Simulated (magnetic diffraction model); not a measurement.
## DyScPd6 below its ordering temperature

Space group P4/mmm (no. 123), a = 4.0590 Å, c = 7.8270 Å.

```csv
site,atom,x,y,z
1a,Dy,0,0,0
4i,Pd,0,1/2,0.7433
1d,Pd,1/2,1/2,1/2
1c,Pd,1/2,1/2,0
1b,Sc,0,0,1/2
```

The compound is invented for this exercise: a known structure type with other elements, its cell scaled to their sizes and not relaxed.

Only Dy is taken to order (form factors of Dy3+); orders and moment sizes are assumed, and not adapted to the symmetry. Radiation: neutrons of λ = 2.41 Å (absorption by Dy left out), 8° to 90°; isotropic B of 0.21 Å² (Dy), 0.29 Å² (Pd) and 0.28 Å² (Sc). Simulated constant-wavelength pattern: nuclear and magnetic terms add, the magnetic one as |2.695 fm × Σ f S⊥ exp(2πi Q·r) exp(−B s²)|², summed over all Q at one angle with the factor 1/(sin²θ cos θ). For collinear order S is the moment m, which repeats by lattice and centring translations R with the sign exp(−2πi k·R). Free-ion form factors, Sears's scattering lengths of 1992, no absorption; a label names one of the reflections at its angle. The strongest nuclear line in the range is 100, and lines under 0.2 are left out.

Above the ordering temperature:

```
2θ (°)    index      I
 17.71  (0 0 1)    0.8
 34.54  (1 0 0)   10.1
 35.87  (0 0 2)    4.8
 39.07  (1 0 1)    1.1
 49.65  (1 1 0)    5.3
 50.65  (1 0 2)   10.2
 53.12  (1 1 1)    1.0
 55.02  (0 0 3)    0.4
 62.75  (1 1 2)  100.0
 66.60  (1 0 3)    0.5
 72.85  (2 0 0)   40.6
 75.67  (2 0 1)    0.2
 76.02  (0 0 4)   19.0
 83.18  (2 1 0)    5.0
 83.95  (2 0 2)    5.0
 85.91  (2 1 1)    0.7
 86.26  (1 0 4)    4.9
```

Below it (cell unchanged):

```
2θ (°)      I
 17.07   33.8
 17.71    0.8
 24.70   31.8
 34.54   10.1
 35.87    4.8
 38.77    2.5
 39.07    1.1
 39.98   11.5
 42.92    6.8
 49.65    5.3
 50.65   10.2
 52.89    3.1
 53.12    1.0
 53.84    6.9
 55.02    0.4
 56.22    5.5
 58.04    5.1
 62.75  100.0
 64.71    2.8
 65.56    3.9
 66.60    0.5
 67.68    5.3
 69.33    5.1
 72.85   40.6
 75.67    0.2
 76.02   19.0
 76.26    4.4
 78.26    0.6
 78.61    2.7
 79.82    2.6
 83.18    5.0
 83.95    5.0
 85.91    0.7
 86.26    4.9
 86.49    1.1
 88.78    3.4
```
(The table stops after 36 lines; 1 more lie at higher angle.)

**Question.** Check that the new lines index with k = (1/2 0 0), then choose among these models:
A. collinear moments along [111], 8.6 μB on Dy
B. collinear moments along [010], 8.6 μB on Dy
C. collinear moments along [101], 8.6 μB on Dy

The new lines index as (1/2 0 0) at 17.07°, (1/2 0 1) at 24.70°, (1/2 1 0) at 38.77° and (1/2 0 2) at 39.98°, that is as H ± k with k = (1/2 0 0), one of 2 inequivalent arms of its star (k and −k counted as one), which a powder can't tell apart. Half indices mean that the moments reverse under translations with k·R a half-integer, and the magnetic cell has twice the primitive volume.

Magnetic intensity, observed (below minus above) and for each model:

| 2θ (°) | index | observed | A | B | C |
| --- | --- | --- | --- | --- | --- |
| 17.07 | (1/2 0 0) | 33.8 | 27.9 | 33.8 | 26.7 |
| 24.70 | (1/2 0 1) | 31.8 | 18.4 | 31.8 | 15.5 |
| 38.77 | (1/2 1 0) | 2.5 | 10.2 | 2.5 | 11.8 |
| 39.98 | (1/2 0 -2) | 11.5 | 5.1 | 11.5 | 3.7 |
| 42.92 | (1/2 1 1) | 6.8 | 14.7 | 6.8 | 16.4 |
| 58.04 | (1/2 0 3) | 5.1 | 2.0 | 5.1 | 1.4 |
| 75.47 | (1/2 2 0) | <0.2 | 2.4 | <0.2 | 2.9 |
| 78.26 | (1/2 2 1) | 0.6 | 4.3 | 0.6 | 5.1 |

Model B matches.

The structure used: k = (1/2 0 0), collinear moments along [010], 8.6 μB on Dy.

[Logs are printed without paths, hosts, clocks, repeated set-up lines and the standing remarks that a program may print on its own settings, such as how far it seeks lower states.]
